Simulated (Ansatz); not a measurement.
**LiBe (Pm-3m): a soft mode frozen in**

Wanted: the energy along a soft mode of LiBe (Pm-3m) and the structure at the end.

Main program and level: Ansatz 0.2.0; DFT PBEsol, scalar-relativistic, plane waves, norm-conserving pseudopotentials.

Report form: the programs' logs are mostly left out.

### Step 1. The starting structure

Symmetry: Pm-3m, No. 221, cubic system. The conventional cell has a = 2.805 Å, b = 2.805 Å, c = 2.805 Å, α = 90.00°, β = 90.00°, γ = 90.00°. Nearest to Li lie 8 Be at 2.43 Å. Be has 8 Li at 2.43 Å nearest. Farther neighbours are not listed.

As a file:

```cif
data_structure
_symmetry_space_group_name_H-M 'Pm-3m'
_symmetry_Int_Tables_number 221
_cell_length_a 2.8055
_cell_length_b 2.8055
_cell_length_c 2.8055
_cell_angle_alpha 90.000
_cell_angle_beta 90.000
_cell_angle_gamma 90.000
_cell_volume 22.08
loop_
_atom_site_label
_atom_site_type_symbol
_atom_site_symmetry_multiplicity
_atom_site_Wyckoff_symbol
_atom_site_fract_x
_atom_site_fract_y
_atom_site_fract_z
_atom_site_occupancy
Li1 Li 1 a 0.00000 0.00000 0.00000 1
Be1 Be 1 b 0.50000 0.50000 0.50000 1
```

### Step 2. Response at finite wavevector

The cell comes from relaxations at this level that are not shown. Stability and thermal properties need the whole zone. Linear response on a 4×4×4 q mesh gives force constants as far as a supercell of that size would.

The input, input.yaml:

```yaml
crystal:
  lattice:
    - [2.8054875085, 0.0, 0.0]
    - [0.0, 2.8054875085, 0.0]
    - [0.0, 0.0, 2.8054875085]
  atoms:
    - { symbol: Li, position: [0.0, 0.0, 0.0] }
    - { symbol: Be, position: [0.5, 0.5, 0.5] }
kpoints:
  mp_grid: { grid: [16, 16, 16] }
hamiltonian:
  xc: pbesol
  pseudopotentials: { kind: nc }
scf:
  occupations: { method: methfessel_paxton, width: 0.15 }
output:
  eigenvalues: true
phonons:
  method: dfpt
  qmesh: [4, 4, 4]
  temperatures: { t_max: 1000, t_step: 50 }
  qpath:
    path:
      - [[0.0, 0.0, 0.0], [0.0, 0.5, 0.0], [0.5, 0.5, 0.0], [0.0, 0.0, 0.0], [0.5, 0.5, 0.5], [0.0, 0.5, 0.0]]
      - [[0.5, 0.5, 0.5], [0.5, 0.5, 0.0]]
    npoints: 10
```

Run with:

```
$ ansatz run input.yaml --threads 4 --pin off --max-ram 7168MiB --backend cpu --events-out ev --progress --plain --runs-dir out
```

Elapsed: 6.5 min, on 4 threads of Arm Neoverse N1, shared host; peak memory 3.2 GiB.

Numbers from this step:

```
volume per atom                                         : 11.04 Å³
gap on the k-mesh                                       : 0 eV
sum-rule residual before enforcement                    : 6.39e-5 eV/Å²
lowest frequency on the path                            : -91.88 cm⁻¹
point group                                             : m-3m
highest frequency on the path or at a solved wavevector : 559.5 cm⁻¹
highest optical mode at the zone centre (no LO-TO term) : 559.5 cm⁻¹
lowest optical zone-centre mode                         : 559.5 cm⁻¹
lowest mode on the q mesh (acoustic modes at Γ apart)   : -91.88 cm⁻¹
```

Frequencies (cm⁻¹) solved at each irreducible wavevector; negative means imaginary. Frequencies by wavevector, by row:

| q in reciprocal lattice units | star | mode 1 | mode 2 | mode 3 | mode 4 | mode 5 | mode 6 |
| --- | --- | --- | --- | --- | --- | --- | --- |
| 0 0 0 | 1 | 0 | 0 | 0 | 559.5 | 559.5 | 559.5 |
| 0 0 0.25 | 6 | 176.2 | 228.8 | 228.8 | 489 | 523.2 | 523.2 |
| 0 0 -0.5 | 3 | 158 | 394 | 394 | 430.9 | 430.9 | 446.8 |
| 0 0.25 0.25 | 12 | -22.8 | 278.3 | 299 | 438.1 | 490.1 | 530 |
| 0 0.25 -0.5 | 12 | -22.3 | 170.4 | 406.2 | 410.9 | 493 | 518.8 |
| 0 -0.5 -0.5 | 3 | -91.9 | -91.9 | 407.6 | 432 | 543.6 | 543.6 |
| 0.25 0.25 0.25 | 8 | 209.8 | 209.8 | 256.7 | 449.3 | 507.9 | 507.9 |
| 0.25 0.25 -0.5 | 12 | 123.4 | 228.3 | 300.8 | 463.3 | 478.9 | 528.8 |
| 0.25 -0.5 -0.5 | 6 | 178.7 | 178.7 | 320.3 | 447.2 | 526.6 | 526.6 |
| -0.5 -0.5 -0.5 | 1 | 288 | 288 | 288 | 502.8 | 502.8 | 502.8 |

Interpolated from a 4×4×4 q mesh. Phonon branches along the path, in cm⁻¹:

| point | branch 1 | branch 2 | branch 3 | branch 4 | branch 5 | branch 6 |
| --- | --- | --- | --- | --- | --- | --- |
| Γ | 0 | 0 | 0 | 560 | 560 | 560 |
| halfway | 176 | 229 | 229 | 489 | 523 | 523 |
| X | 158 | 394 | 394 | 431 | 431 | 447 |
| halfway | -22 | 170 | 406 | 411 | 493 | 519 |
| M | -92 | -92 | 408 | 432 | 544 | 544 |
| halfway | -23 | 278 | 299 | 438 | 490 | 530 |
| Γ | 0 | 0 | 0 | 560 | 560 | 560 |
| halfway | 210 | 210 | 257 | 449 | 508 | 508 |
| R | 288 | 288 | 288 | 503 | 503 | 503 |
| halfway | 123 | 228 | 301 | 463 | 479 | 529 |
| X | 158 | 394 | 394 | 431 | 431 | 447 |
| jump to R | 288 | 288 | 288 | 503 | 503 | 503 |
| halfway | 179 | 179 | 320 | 447 | 527 | 527 |
| M | -92 | -92 | 408 | 432 | 544 | 544 |

Symmetry leaves 10 wavevectors to solve. The lowest mode among them, the acoustic zeros apart, lies at q = (0, -0.5, -0.5) and is imaginary, 91.9i cm⁻¹, so the energy falls along it.

### Step 3. The mode frozen in, largest atomic shift 0 Å

The mode followed lies at q = (0, -0.5, -0.5) with frequency 91.9i cm⁻¹ and is 2-fold degenerate, the softest among the wavevectors solved. At small amplitude the distorted cell has space group no. 65 by a symmetry search on the positions. The undistorted cell that holds it gives the zero of energy on the same k mesh.

System of this step: LiBe. Symmetry: Pm-3m, No. 221, cubic system. Conventional cell: a = 2.805 Å, b = 2.805 Å, c = 2.805 Å, α = 90.00°, β = 90.00°, γ = 90.00°. Nearest to Li lie 8 Be at 2.43 Å. Nearest to Be lie 8 Li at 2.43 Å. Farther neighbours are not listed.

input.yaml, the sections that differ from step 2:

```yaml
crystal:
  lattice:
    - [-2.8054875085, 0.0, 0.0]
    - [0.0, -2.8054875085, -2.8054875085]
    - [0.0, -2.8054875085, 2.8054875085]
  atoms:
    - { symbol: Li, position: [0.0, 1.0, 0.0] }
    - { symbol: Li, position: [0.0, 0.5, 0.5] }
    - { symbol: Be, position: [0.5, 0.0, 0.5] }
    - { symbol: Be, position: [0.5, 0.5, 0.0] }
kpoints:
  mp_grid: { grid: [14, 10, 10] }
output:
  forces: true
  stress: true
  eigenvalues: true
# hamiltonian, scf: as in step 2
# phonons: removed
```

Elapsed: 10 s, on 4 threads; peak memory 0.54 GiB; 39 s of CPU time.

Numbers from this step:

* pressure: 0.1003 GPa
* energy from the undistorted cell: 0 meV/atom

The run ends at a pressure of 0.10 GPa.

### Step 4. The mode frozen in, largest atomic shift 0.14 Å

The atoms are moved along the unstable eigenvector, the largest shift by 0.14 Å, with the cell fixed.

input.yaml, the sections that differ from step 3:

```yaml
crystal:
  lattice:
    - [-2.8054875085, 0.0, 0.0]
    - [0.0, -2.8054875085, -2.8054875085]
    - [0.0, -2.8054875085, 2.8054875085]
  atoms:
    - { symbol: Li, position: [0.0, 1.0151892473, -0.0151892473] }
    - { symbol: Li, position: [0.0, 0.4848107527, 0.5151892473] }
    - { symbol: Be, position: [0.5, -0.0249511002, 0.4750488998] }
    - { symbol: Be, position: [0.5, 0.5249511002, 0.0249511002] }
output:
  forces: true
  stress: true
  eigenvalues: true
  write_density: true
  write_potential: true
  elf: true
  volumetric_format: npy
# kpoints, hamiltonian, scf: as in step 3
```

Wall time 18 s (4 threads); peak memory 0.66 GiB.

This step gave:

| Quantity | Value |
| --- | --- |
| pressure | 0.3514 GPa |
| energy from the undistorted cell | -1.458 meV/atom |

The energy, extrapolated to zero smearing, is -1.46 meV/atom against the undistorted cell.

The run ends at a pressure of 0.35 GPa, with forces up to 0.015 eV/Å.

### Step 5. Energy along the mode, all amplitudes (two of the runs are shown above)

An imaginary frequency means negative curvature, so the energy should fall and then rise again as anharmonic terms take over.

Numbers from this step:

```yaml
depth_at_the_lowest_point_sampled: 1.458 meV/atom
largest_atomic_shift_at_that_point: 0.14 Å
```

The energy from the parent by largest atomic shift:

| largest atomic shift (Å) | energy from the parent (meV/atom) |
| --- | --- |
| 0.000 | 0 |
| 0.040 | -0.191 |
| 0.080 | -0.683 |
| 0.140 | -1.46 |
| 0.220 | -0.024 |
| 0.320 | 15.2 |

Displacement at unit largest shift by atom:

| atom | x (Å) | y (Å) | z (Å) | size |
| --- | --- | --- | --- | --- |
| Li1 | 0.00 | 0.00 | -0.61 | 0.61 |
| Li2 | 0.00 | 0.00 | 0.61 | 0.61 |
| Be3 | 0.00 | 1.00 | 0.00 | 1.00 |
| Be4 | 0.00 | -1.00 | 0.00 | 1.00 |

The lowest of the steps tried is at 0.14 Å, 1.46 meV/atom below the parent; the bottom of the well need not coincide with a step.

### Step 6. Relaxing from the distorted cell

Starting from the lowest point found, all atoms and the cell are let go, so that strain and other modes of the same symmetry can join in.

input.yaml, as its differences from that of step 4:

```diff
@@ -21,5 +21,6 @@
   eigenvalues: true
-  write_density: true
-  write_potential: true
-  elf: true
-  volumetric_format: npy
+relax:
+  adjacent_minimum: "off"
+  f_tol: 0.002
+  max_steps: 120
+  cell: { stress_tol: 0.03 }
```

Wall time 3.1 min (4 threads); peak memory 0.76 GiB; 12 min of CPU time.

Step by step:

| step | energy less that of the first step (eV) | largest force component (eV/Å) | pressure (GPa) | volume (Å³) |
| --- | --- | --- | --- | --- |
| 1 | 0.0000 | 0.0145 | 0.35 | 44.16 |
| 2 | -0.0015 | 0.0213 | 0.09 | 44.39 |
| 3 | -0.0101 | 0.0688 | -0.72 | 45.15 |
| 4 | -0.0220 | 0.1943 | -0.54 | 45.07 |
| 5 | -0.0088 | 0.2114 | 3.40 | 42.00 |
| 6 | -0.0272 | 0.1930 | 0.45 | 43.98 |
| 7 | -0.0370 | 0.0561 | 0.56 | 43.97 |
| 8 | -0.0405 | 0.0355 | -0.08 | 44.74 |
| 9 | -0.0415 | 0.0207 | 0.07 | 44.64 |
| 10 | -0.0416 | 0.0014 | -0.01 | 44.67 |
| 11* | -0.0434 | 0.0014 | 0.09 | 44.67 |
| 12 | -0.0435 | 0.0015 | 0.00 | 44.73 |
| 13* | -0.0435 | 0.0014 | 0.00 | 44.73 |

Relaxation steps marked * repeat the geometry before them on a plane-wave basis chosen anew for their cell, so energy and pressure can jump there. Relaxation step 5 was tried and not accepted.

Forces are held to the 8 operations that the run works with; a distortion that breaks them can't arise in this run.

| conventional cell, symmetrised | before | after | change |
| --- | --- | --- | --- |
| a (Å) | 5.611 | 5.691 | +1.4 % |
| b (Å) | 5.611 | 6.077 | +8.3 % |
| c (Å) | 2.805 | 2.587 | -7.8 % |
| volume (Å³/atom) | 11.04 | 11.18 | +1.3 % |

The atoms that moved most (Å, as changes of fractional coordinates times the final cell):

| atom | dx | dy | dz | length |
| --- | --- | --- | --- | --- |
| Be4 | 0.000 | -0.159 | 0.000 | 0.159 |
| Be3 | 0.000 | 0.159 | 0.000 | 0.159 |
| Li2 | 0.000 | 0.000 | 0.121 | 0.121 |
| Li1 | 0.000 | 0.000 | -0.121 | 0.121 |

Numbers from this step:

| Property | Result |
| --- | --- |
| pressure | 8.83e-4 GPa |
| volume per atom | 11.18 Å³ |

The distorted start has space group Cmmm; the relaxation ends in Cmmm.

### Step 7. The new phase in its own primitive cell

The relaxed structure is symmetrised, reduced to its primitive cell and relaxed tightly, as its phonons need.

input.yaml, the sections that differ from step 6:

```yaml
crystal:
  lattice:
    - [2.8452754381, -3.0383938585, 0.0]
    - [2.8452754381, 3.0383938585, 0.0]
    - [0.0, 0.0, 2.5872059759]
  atoms:
    - { symbol: Li, position: [0.7863865185, 0.7863865185, 0.0] }
    - { symbol: Li, position: [0.2136134815, 0.2136134815, 0.0] }
    - { symbol: Be, position: [0.3011131004, 0.6988868996, 0.5] }
    - { symbol: Be, position: [0.6988868996, 0.3011131004, 0.5] }
kpoints:
  mp_grid: { grid: [10, 10, 14] }
relax:
  adjacent_minimum: "off"
  f_tol: 0.001
  max_steps: 60
  cell: { stress_tol: 0.01 }
# hamiltonian, scf, output: as in step 6
```

Run time: 62 s. Hardware: 4 threads; peak memory 0.75 GiB; 4 min of CPU time.

Little changed from the start: no atom moved by 0.005 Å and no cell edge by 0.1 %.

Numbers from this step:

```yaml
pressure: -0.001139 GPa
```

The largest force component left is 0.18 meV/Å and the pressure is -0.001 GPa, within the tolerances set. The cell now holds 11.18 Å³/atom.

### Step 8. Modes of the new phase, k-mesh 10×10×14

A relaxed structure may still be a saddle point, so its zone-centre modes are computed. No field response is asked, since the mesh shows no gap.

input.yaml, the sections that differ from step 7:

```yaml
crystal:
  lattice:
    - [2.8434643587, -3.0405401435, 0.0]
    - [2.8434643587, 3.0405401435, 0.0]
    - [0.0, 0.0, 2.5868565484]
  atoms:
    - { symbol: Li, position: [0.7863519565, 0.7863519565, 0.0] }
    - { symbol: Li, position: [0.2136480435, 0.2136480435, 0.0] }
    - { symbol: Be, position: [0.3011051921, 0.6988948079, 0.5] }
    - { symbol: Be, position: [0.6988948079, 0.3011051921, 0.5] }
output:
  eigenvalues: true
phonons:
  method: dfpt
# kpoints, hamiltonian, scf: as in step 7
# relax: removed
```

Wall time 2.9 min (4 threads); peak memory 2.4 GiB.

Numbers from this step:

| Property | Result |
| --- | --- |
| sum-rule residual before enforcement | 2.90e-5 eV/Å² |
| point group | mmm |
| highest optical mode at the zone centre (no LO-TO term) | 569.2 cm⁻¹ |
| lowest optical zone-centre mode | -156.9 cm⁻¹ |

Patterns of degenerate modes are one choice out of their space. The modes at Γ (shares of kinetic energy by element, %) (negative means imaginary):

| mode | frequency (cm⁻¹) | symmetry | Li % | Be % |
| --- | --- | --- | --- | --- |
| 1 | -156.9 | B1g | 32 | 68 |
| 2 | 0.0 | acoustic | 44 | 56 |
| 3 | 0.0 | acoustic | 44 | 56 |
| 4 | 0.0 | acoustic | 44 | 56 |
| 5 | 250.1 | Ag | 28 | 72 |
| 6 | 332.4 | B3g | 0 | 100 |
| 7 | 334.9 | B2g | 100 | 0 |
| 8 | 483.3 | B1g | 68 | 32 |
| 9 | 491.9 | B1u | 56 | 44 |
| 10 | 524.5 | B2u | 56 | 44 |
| 11 | 527.7 | B3u | 56 | 44 |
| 12 | 569.2 | Ag | 72 | 28 |

Displacements in mode 1 (-156.9 cm⁻¹), the largest set to 1:
```
Li1  0.00 -0.78  0.00
Li2  0.00  0.78  0.00
Be3  1.00  0.00  0.00
Be4 -1.00  0.00  0.00
```

Displacements in mode 10 (524.5 cm⁻¹), the largest set to 1:
```
Li1  0.00  1.00  0.00
Li2  0.00  1.00  0.00
Be3  0.00 -0.77  0.00
Be4  0.00 -0.77  0.00
```

Before it was imposed, the acoustic sum rule was missed by 2.9e-5 eV/Å². Small misses are needed for a sound result but don't prove that mesh and cutoff are converged. The lowest optical mode is imaginary, 156.9i cm⁻¹, so the energy falls along it.

### Step 9. Outcome

```
unstable mode of the parent                                                      : q = (0, -0.5, -0.5), 92i cm⁻¹
depth at the lowest point sampled                                                : 1.46 meV/atom
largest atomic shift at that point                                               : 0.14 Å
space group reached (within 0.01 Å)                                              : Cmmm
energy gained over the parent (first relaxation, on the mesh of the frozen mode) : 12.3 meV/atom
volume per atom, phase reached                                                   : 11.2 Å³
lowest optical zone-centre mode, phase reached                                   : -157 cm⁻¹
highest optical mode at the zone centre (no LO-TO term), phase reached           : 569 cm⁻¹
```

Along this mode the structure falls into Cmmm, 12.3 meV/atom below the parent. At the parent's cell the well is 1.458 meV/atom deep on the steps tried, with its lowest point at a shift of 0.14 Å. Relaxing atoms and cell changes the gain by +10.86 meV/atom against the lowest step (energies at zero smearing). Most of the total comes from this relaxation. The new phase still has an imaginary mode at the zone centre of its cell, so it is a saddle point on the way to a lower structure. Of the 4 patterns followed to their end from this parent, this one ends 93.7 meV/atom above the lowest, Pmma. Each path keeps the symmetry of its pattern, so a lower phase may lie along a pattern not tried. With no gap, or one that is small against the smearing, the frequencies hang on the k mesh and the smearing, most of all near Kohn anomalies. The phonon runs are without spin polarisation, although the cell has an odd electron count. A phonon run warned that its eigensolver left some bands unconverged in a pass.

[Logs are printed without paths, hosts, clocks, repeated set-up lines and the standing remarks that a program may print on its own settings, such as how far it seeks lower states.]

[Hosts, paths, dates, database ids (printed as entryN), source tags and the programs' standing remarks are cut or masked in the printed files.]
